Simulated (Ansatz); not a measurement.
# Puckered SnSe monolayer in a perpendicular field

Wanted: the out-of-plane response of the puckered SnSe monolayer. A positive field points along +c.

Program: Ansatz 0.2.0. Level of theory: plane-wave DFT, PBE-D3(BJ), Ansatz PAW (set soft_1); PAW set soft_1. Values are calculated unless marked as measured.

The raw output is cut from this account; settings, times and results stay.

## Step 1: The system as given

The cell holds 4 atoms: 2 Sn and 2 Se. Its edges and angles: a = 4.400 Å, b = 4.290 Å, c = 36.594 Å, α = 90.0°, β = 90.0°, γ = 90.0°. Vacuum lies along c.

## Step 2: Relaxation

The starting cell is a guess, so the in-plane lattice and the atoms are relaxed first, with the slab cut off from its images along the normal.

input.yaml

```yaml
crystal:
  lattice:
    - [4.4, 0.0, 0.0]
    - [0.0, 4.29, 0.0]
    - [0.0, 0.0, 36.5935999985]
  atoms:
    - { symbol: Sn, position: [0.06, 0.0, 0.461829391] }
    - { symbol: Se, position: [0.44, 0.5, 0.4645621092] }
    - { symbol: Se, position: [0.94, 0.0, 0.5354378908] }
    - { symbol: Sn, position: [0.56, 0.5, 0.538170609] }
  periodic: [true, true, false]
kpoints:
  mp_grid: { grid: [8, 8, 1] }
hamiltonian:
  xc: pbe
  dispersion: d3bj
  pseudopotentials: { kind: paw, azcp: { folder: soft_1 } }
scf:
  occupations: { method: fermi_dirac, width: 0.05 }
  convergence: { dr2_threshold: 1.0e-09 }
relax:
  f_tol: 0.004
  max_steps: 90
  cell: {}
output:
  write_potential: true
  write_density: true
  volumetric_format: npy
```

Launch:

```bash
ansatz run input.yaml --threads 2 --pin off --max-ram 3072MiB --backend cpu --events-out ev --progress --plain --runs-dir out
```

It took 3.5 min on 2 threads of Arm Neoverse V1, shared host; peak memory 1 GiB.

The steps of the relaxation:

```
step  energy less that of the first step (eV)  largest force component (eV/Å)  volume (Å³)
   1                                   0.0000                          0.7008       690.74
   2                                  -0.1055                          0.4565       695.73
   3                                  -0.1545                          0.0416       696.40
   4                                  -0.1569                          0.0221       700.29
   5                                  -0.1582                          0.0057       702.94
   6                                  -0.1584                          0.0019       703.18
  7*                                  -0.1585                          0.0019       703.18
```

Relaxation steps marked * repeat the geometry before them on a plane-wave basis chosen anew for their cell, so energy and pressure can jump there.

The run keeps the 4 symmetry operations that the program found, so distortions that break them were not tested.

```
cell as run  before  after  change
      a (Å)   4.400  4.504  +2.4 %
      b (Å)   4.290  4.267  -0.5 %
```

The atoms that moved most (Å, along periodic axes as changes of fractional coordinates times the final cell, across vacuum about the mean position):

```
atom      dx     dy      dz  length
 Sn4  -0.098  0.000   0.036   0.104
 Sn1  -0.098  0.000  -0.036   0.104
 Se3   0.098  0.000  -0.026   0.101
 Se2   0.098  0.000   0.026   0.101
```

Final coordinates:

```cif
data_structure
_symmetry_space_group_name_H-M 'P 1'
_symmetry_Int_Tables_number 1
_cell_length_a 4.5036
_cell_length_b 4.2668
_cell_length_c 36.5936
_cell_angle_alpha 90.000
_cell_angle_beta 90.000
_cell_angle_gamma 90.000
_cell_volume 703.18
loop_
_atom_site_label
_atom_site_type_symbol
_atom_site_fract_x
_atom_site_fract_y
_atom_site_fract_z
_atom_site_occupancy
Sn1 Sn 0.03831 0.00000 0.46086 1
Se2 Se 0.46169 0.50000 0.46527 1
Se3 Se 0.96169 0.00000 0.53473 1
Sn4 Sn 0.53831 0.50000 0.53914 1
```

The lattice constant a goes from 4.400 to 4.504 Å.

## Step 3: Atoms held, field 0

A sawtooth potential applies the field, turning back in the middle of the vacuum. With the dipole correction the typed value is the field outside the slab. The induced dipole is small, so the SCF threshold is tight.

The cell differs from the one that the last finished run ended in (c 36.594 → 20.865 Å).

input.yaml

```yaml
crystal:
  lattice:
    - [4.5035971498, 0.0, 0.0]
    - [0.0, 4.2668023918, 0.0]
    - [0.0, 0.0, 20.8647214564]
  atoms:
    - { symbol: Sn, position: [0.0383140981, 0.0, 0.431350115] }
    - { symbol: Se, position: [0.4616859019, 0.5, 0.439084085] }
    - { symbol: Se, position: [0.9616859019, 0.0, 0.560915915] }
    - { symbol: Sn, position: [0.5383140981, 0.5, 0.568649885] }
kpoints:
  mp_grid: { grid: [10, 10, 1] }
  band_path:
    path:
      - [0, 0, 0]
      - [0.5, 0, 0]
      - [0.5, 0.5, 0]
      - [0, 0, 0]
      - [0, 0.5, 0]
      - [0.5, 0.5, 0]
    npoints: 16
hamiltonian:
  xc: pbe
  dispersion: d3bj
  pseudopotentials: { kind: paw, azcp: { folder: soft_1 } }
scf:
  occupations: { method: fermi_dirac, width: 0.02585 }
  convergence: { dr2_threshold: 1.0e-10 }
efield:
  axis: 3
  dipole_correction: true
  ramp_position: 0.97
  ramp_width: 0.06
  amplitude: 0
output:
  dos: { projected: true, e_range: [-6, 5] }
  write_potential: true
  write_density: true
  volumetric_format: npy
  elf: true
```

Run time: 54 s. Hardware: 2 threads; peak memory 1 GiB.

This step gave:

```
gap on the k-mesh                  : 1.151 eV
dipole along the normal            : 1.74e-6 e·Å
gap along the path                 : 1.145 eV
smallest direct gap along the path : 1.181 eV
ionisation energy, upper face      : 4.484 eV
electron affinity, upper face      : 3.339 eV
gap, the smaller of path and mesh  : 1.145 eV
```

Running mean over a fixed 2.8 Å (it still follows the layers) of the planar mean; the ramp of the sawtooth is left out. The electron's electrostatic potential energy less the Fermi level by z:

```
z (Å)  electron's electrostatic potential energy less the Fermi level (eV)
  3.0                                                                 3.91
  3.5                                                                 3.91
  4.0                                                                 3.91
  4.5                                                                 3.91
  5.0                                                                 3.91
  5.5                                                                 3.90
  6.0                                                                 3.85
  6.5                                                                 3.66
  7.0                                                                 2.86
  7.5                                                                 1.23
  8.0                                                               -0.473
  8.5                                                                -2.03
  9.0                                                                -2.59
  9.5                                                                -2.72
 10.0                                                                -2.82
 10.5                                                                -2.84
 11.0                                                                -2.80
 11.5                                                                -2.69
 12.0                                                                -2.51
 12.5                                                                -1.69
 13.0                                                             -0.00268
 13.5                                                                 1.69
 14.0                                                                 3.18
 14.5                                                                 3.74
 15.0                                                                 3.87
 15.5                                                                 3.90
 16.0                                                                 3.91
 16.5                                                                 3.91
 17.0                                                                 3.91
 17.5                                                                 3.91
```

The density of states has structure finer than the step of the table below, so its rows give means over 0.25 eV. Peaks (eV: height): -3.490: 5.90, -2.500: 4.52, -2.220: 7.11, -2.090: 6.00, -1.310: 5.33, -1.040: 5.70, 1.170: 6.43.

Density of states against energy, zero at the Fermi level of the run, which the smearing sets inside the gap; means over each step:

energy (eV), density of states (states/eV a cell) and a bar:
```
    -5.75       0.35 ##
    -5.50       0.01 
    -5.25       0.00 
    -5.00       0.00 
    -4.75       0.96 #####
    -4.50       1.26 #######
    -4.25       1.32 #######
    -4.00       1.99 ###########
    -3.75       3.06 #################
    -3.50       4.90 ###########################
    -3.25       3.70 #####################
    -3.00       3.25 ##################
    -2.75       2.87 ################
    -2.50       4.00 ######################
    -2.25       5.39 ##############################
    -2.00       2.69 ###############
    -1.75       1.75 ##########
    -1.50       2.29 #############
    -1.25       4.15 #######################
    -1.00       4.12 #######################
    -0.75       0.35 ##
    -0.50       0.01 
    -0.25       0.00 
     0.00       0.00 
     0.25       0.00 
     0.50       0.01 
     0.75       0.47 ###
     1.00       2.67 ###############
     1.25       3.86 #####################
     1.50       2.55 ##############
     1.75       2.35 #############
     2.00       3.91 ######################
     2.25       3.44 ###################
```

Projected DOS per atom over height of the atomic layer and energy from the Fermi level. Layers: SnSe SnSe from below.

Ten even steps from '0' (0.00 states/eV) to '9' (1.19 states/eV), each cell a mean:
```
66
66
44
77
00
00
00
00
22
99
44
55
99
66
77
99
55
22
22
00
00
00
```
Columns: height of the atomic layer (Å) from 9.08 to 11.8; rows upwards: energy from the Fermi level (eV) from -5.96 to 2.41.

The electronic bands at the labelled points (eV, zero at the Fermi level of the run, which the smearing sets inside the gap):

```
  point  band 27  band 28  band 29  band 30  band 31  band 32  band 33  band 34
      Γ    -3.40    -2.21    -2.20    -0.90     0.96     2.58     3.02     3.31
halfway    -2.82    -2.06    -1.29    -1.21     1.34     1.48     2.38     2.53
      X    -2.26    -2.26    -0.91    -0.91     0.96     0.96     1.93     1.93
halfway    -2.79    -2.79    -1.80    -1.80     2.05     2.05     3.02     3.02
      S    -3.68    -3.68    -2.09    -2.09     2.68     2.68     4.04     4.04
halfway    -3.01    -2.08    -1.71    -0.94     1.11     1.89     1.92     3.31
      Γ    -3.40    -2.21    -2.20    -0.90     0.96     2.58     3.02     3.31
halfway    -2.92    -2.13    -1.40    -1.20     1.31     1.50     2.22     2.74
      Y    -2.31    -2.31    -1.14    -1.14     0.85     0.85     1.70     1.70
halfway    -2.90    -2.90    -1.90    -1.90     1.93     1.93     2.93     2.93
      S    -3.68    -3.68    -2.09    -2.09     2.68     2.68     4.04     4.04
```

Valence density in the ca plane at fractional y = 0.000, with atoms of Sn and Se within 0.2 Å of it. It is the smooth field of the valence electrons, not physical close to the nuclei.

Ten steps, logarithmic in the rise over the least value, from '0' (0 e/Å³) to '9' (37 e/Å³), each cell a mean:
```
00000000000000000001356521126995200000000000
00000000000000000000123210113653100000000000
00000000000000000000011000011221100000000000
00000000000000000000000000000110000000000000
00000000000000000000000000000000000000000000
00000000000000000000000000000000000000000000
00000000000000000000000000000000000000000000
00000000000000000000000000000000000000000000
00000000000000000000011100000000000000000000
00000000000000000001234310011111000000000000
00000000000000000001367631112432100000000000
00000000000000000001467641125884200000000000
```
Columns run along c (16.0 Å, from fractional 0.05 to 0.82 of the cell), rows up along a (4.5 Å). Atoms in or near the plane, at fractional coordinates: Sn at (0.43, 0.04), Se at (0.56, 0.96).

Electrostatic potential energy in the ca plane at fractional y = 0.000, with atoms of Sn and Se within 0.2 Å of it. With pseudopotentials it is smooth inside the atoms' cores, unlike the true potential.

Values in eV, 7 rows by 16 columns, each cell a mean:
```
  4   4   4   4   3   3   2 -14 -16  -5  -8 -10   2   4   4   4
  4   4   4   4   4   3   3  -2  -5   1  -9  -6   3   4   4   4
  4   4   4   4   4   4   3   3   2   3   2   2   3   3   3   4
  4   4   4   4   4   3   3   3   2   3   3   3   3   3   3   4
  4   4   4   4   3   3   3  -1  -3   2   2   3   3   4   4   4
  4   4   4   3   3   3   1 -13 -17  -2  -6  -3   3   4   4   4
  4   4   4   3   3   3   1 -12  -7  -8 -11 -11   3   4   4   4
```
Columns run along c (16.0 Å, from fractional 0.05 to 0.82 of the cell; values clipped at the 3rd and 97th percentile), rows up along a (4.5 Å). Atoms in or near the plane, at fractional coordinates: Sn at (0.43, 0.04), Se at (0.56, 0.96).

ELF in the ca plane at fractional y = 0.000, with atoms of Sn and Se within 0.2 Å of it. It is the smooth field of the valence electrons, not physical close to the nuclei.

Values, 7 rows by 16 columns, each cell a mean:
```
0.00 0.00 0.00 0.00 0.02 0.32 0.77 0.38 0.20 0.53 0.47 0.64 0.54 0.07 0.00 0.00
0.00 0.00 0.00 0.00 0.00 0.07 0.42 0.50 0.30 0.35 0.71 0.69 0.28 0.02 0.00 0.00
0.00 0.00 0.00 0.00 0.00 0.00 0.03 0.10 0.08 0.09 0.37 0.29 0.05 0.00 0.00 0.00
0.00 0.00 0.00 0.00 0.00 0.00 0.01 0.05 0.06 0.03 0.06 0.05 0.01 0.00 0.00 0.00
0.00 0.00 0.00 0.00 0.00 0.01 0.11 0.22 0.19 0.10 0.24 0.22 0.04 0.00 0.00 0.00
0.00 0.00 0.00 0.00 0.01 0.12 0.51 0.34 0.21 0.33 0.71 0.74 0.31 0.02 0.00 0.00
0.00 0.00 0.00 0.00 0.02 0.35 0.74 0.23 0.07 0.51 0.58 0.73 0.57 0.07 0.00 0.00
```
Columns run along c (16.0 Å, from fractional 0.05 to 0.82 of the cell), rows up along a (4.5 Å). Atoms in or near the plane, at fractional coordinates: Sn at (0.43, 0.04), Se at (0.56, 0.96).

The gap is 1.15 eV, with the valence edge 4.48 eV and the conduction edge 3.34 eV under the upper vacuum level.

## Step 4: Atoms held, field 0.1 V/Å

Edit input.yaml of step 3 so:

```diff
@@ -31,7 +31,6 @@
   dipole_correction: true
-  ramp_position: 0.97
-  ramp_width: 0.06
-  amplitude: 0
+  ramp_position: 0.9564
+  ramp_width: 0.0872
+  amplitude: 0.1
 output:
-  dos: { projected: true, e_range: [-6, 5] }
   write_potential: true
@@ -39,2 +38 @@
   volumetric_format: npy
-  elf: true
```

It took 51 s on 2 threads; peak memory 0.87 GiB; 1.7 min of CPU time.

The dipole is 0.0582 e·Å, and the gap 1.145 eV.

## Step 5: Single point, field -0.1 V/Å

Edit input.yaml of step 4 so:

```diff
@@ -33,3 +33,3 @@
   ramp_width: 0.0872
-  amplitude: 0.1
+  amplitude: -0.1
 output:
```

It took 51 s on 2 threads; peak memory 0.87 GiB.

The dipole is -0.0582 e·Å, and the gap 1.145 eV.

## Step 6: Response, atoms held

This step: plane-wave DFT, PBE-D3(BJ), Ansatz PAW (set soft_1); response to a field along the normal, atoms held; PAW set soft_1 (Ansatz 0.2.0).

The dipoles give the slope, and the difference of two potentials shows where the field is screened.

Numbers from this step:

| Property | Result |
| --- | --- |
| equivalent conductor thickness p/(ε₀AE) | 5.485 Å |
| distance between the outer atoms | 2.865 Å |

Table of dipole of the cell by applied field:

```
applied field (V/Å)  dipole of the cell (e·Å)
            -0.1000                   -0.0582
             0.0000                    1.7e-6
             0.1000                    0.0582
```

Local field over the applied field, running mean. From the potentials at -0.1 and 0.1 V/Å; running mean over 2.5 Å. Local field over applied field against z:

```
z (Å)  local field over applied field
 4.06                           0.999
 4.35                           0.998
 4.78                           0.996
 5.07                           0.992
 5.51                           0.981
 5.80                           0.966
 6.09                           0.941
 6.52                           0.872
 6.81                           0.799
 7.10                           0.704
 7.53                           0.539
 7.82                           0.430
 8.26                           0.285
 8.55                           0.202
 8.84                           0.131
 9.27                          0.0596
 9.56                          0.0412
 9.85                          0.0423
10.29                          0.0544
10.58                          0.0544
11.01                          0.0423
11.30                          0.0412
11.59                          0.0596
12.03                           0.131
12.32                           0.202
12.61                           0.285
13.04                           0.430
13.33                           0.539
13.76                           0.704
14.05                           0.799
14.34                           0.872
14.78                           0.941
15.07                           0.966
15.36                           0.981
15.79                           0.992
16.08                           0.996
16.52                           0.998
16.81                           0.999
```

Electrons, planar mean, per unit field. The induced electron density by z:

```
z (Å)  induced electron density (e/Å³ per V/Å)
 4.06                                   3.5e-6
 4.49                                   9.3e-6
 4.93                                   2.5e-5
 5.36                                   6.4e-5
 5.80                                   1.6e-4
 6.23                                   3.8e-4
 6.67                                   8.7e-4
 7.10                                  0.00182
 7.53                                  0.00324
 7.97                                  0.00401
 8.40                                  0.00216
 8.84                                  -3.2e-4
 9.27                                  -8.2e-4
 9.71                                   3.4e-4
10.14                                   5.3e-4
10.72                                  -5.3e-4
11.16                                  -3.4e-4
11.59                                   8.2e-4
12.03                                   3.2e-4
12.46                                 -0.00216
12.90                                 -0.00401
13.33                                 -0.00324
13.76                                 -0.00182
14.20                                  -8.7e-4
14.63                                  -3.8e-4
15.07                                  -1.6e-4
15.50                                  -6.4e-5
15.94                                  -2.5e-5
16.37                                  -9.3e-6
16.81                                  -3.5e-6
```

The smaller of the gaps on the path and on the k-mesh, counted as 0 under 0.03 eV. The gap stays at 1.15 eV for applied field from -0.1 to 0.1 V/Å.

By hand: between -0.1 and 0.1 V/Å the dipole changes by 0.1165 e·Å, a slope of 0.5825 e·Å²/V. A perfect conductor of thickness t has p = ε₀AEt, so t = 180.95 × 0.5825 / 19.216 = 5.48 Å (e/ε₀ = 180.95 V·Å, A in Å²).

The induced dipole is that of a conductor 5.48 Å thick.

## Step 7: Summary of results

| Property | Result |
| --- | --- |
| gap without field | 1.15 eV |
| ionisation energy, upper face | 4.48 eV |
| electron affinity, upper face | 3.34 eV |
| equivalent conductor thickness, atoms held | 5.48 Å |

The induced dipole equals that of a perfect conductor 5.48 Å thick, while the outer atoms lie 2.86 Å apart; an out-of-plane ε follows only once a thickness t is chosen, by 1 − 1/ε = 5.48 Å / t. The gap stays within 0.01 eV of 1.15 eV over the fields run, up to 0.1 V/Å in size. Semilocal functionals give gaps that are too small, and excitons are not included. Spin-orbit coupling is left out, which matters for the bands of elements this heavy.

[Long decimals in the printed logs are rounded to 6 places.]

[Logs are printed without paths, hosts, clocks, repeated set-up lines and the standing remarks that a program may print on its own settings, such as how far it seeks lower states.]

[Hosts, paths, dates, database ids (printed as entryN), source tags and the programs' standing remarks are cut or masked in the printed files.]

[Maps of the electrostatic potential energy from Ansatz leave out the sawtooth potential of an applied field or a dipole correction, so their vacuum need not be flat; planar profiles and work functions include it.]
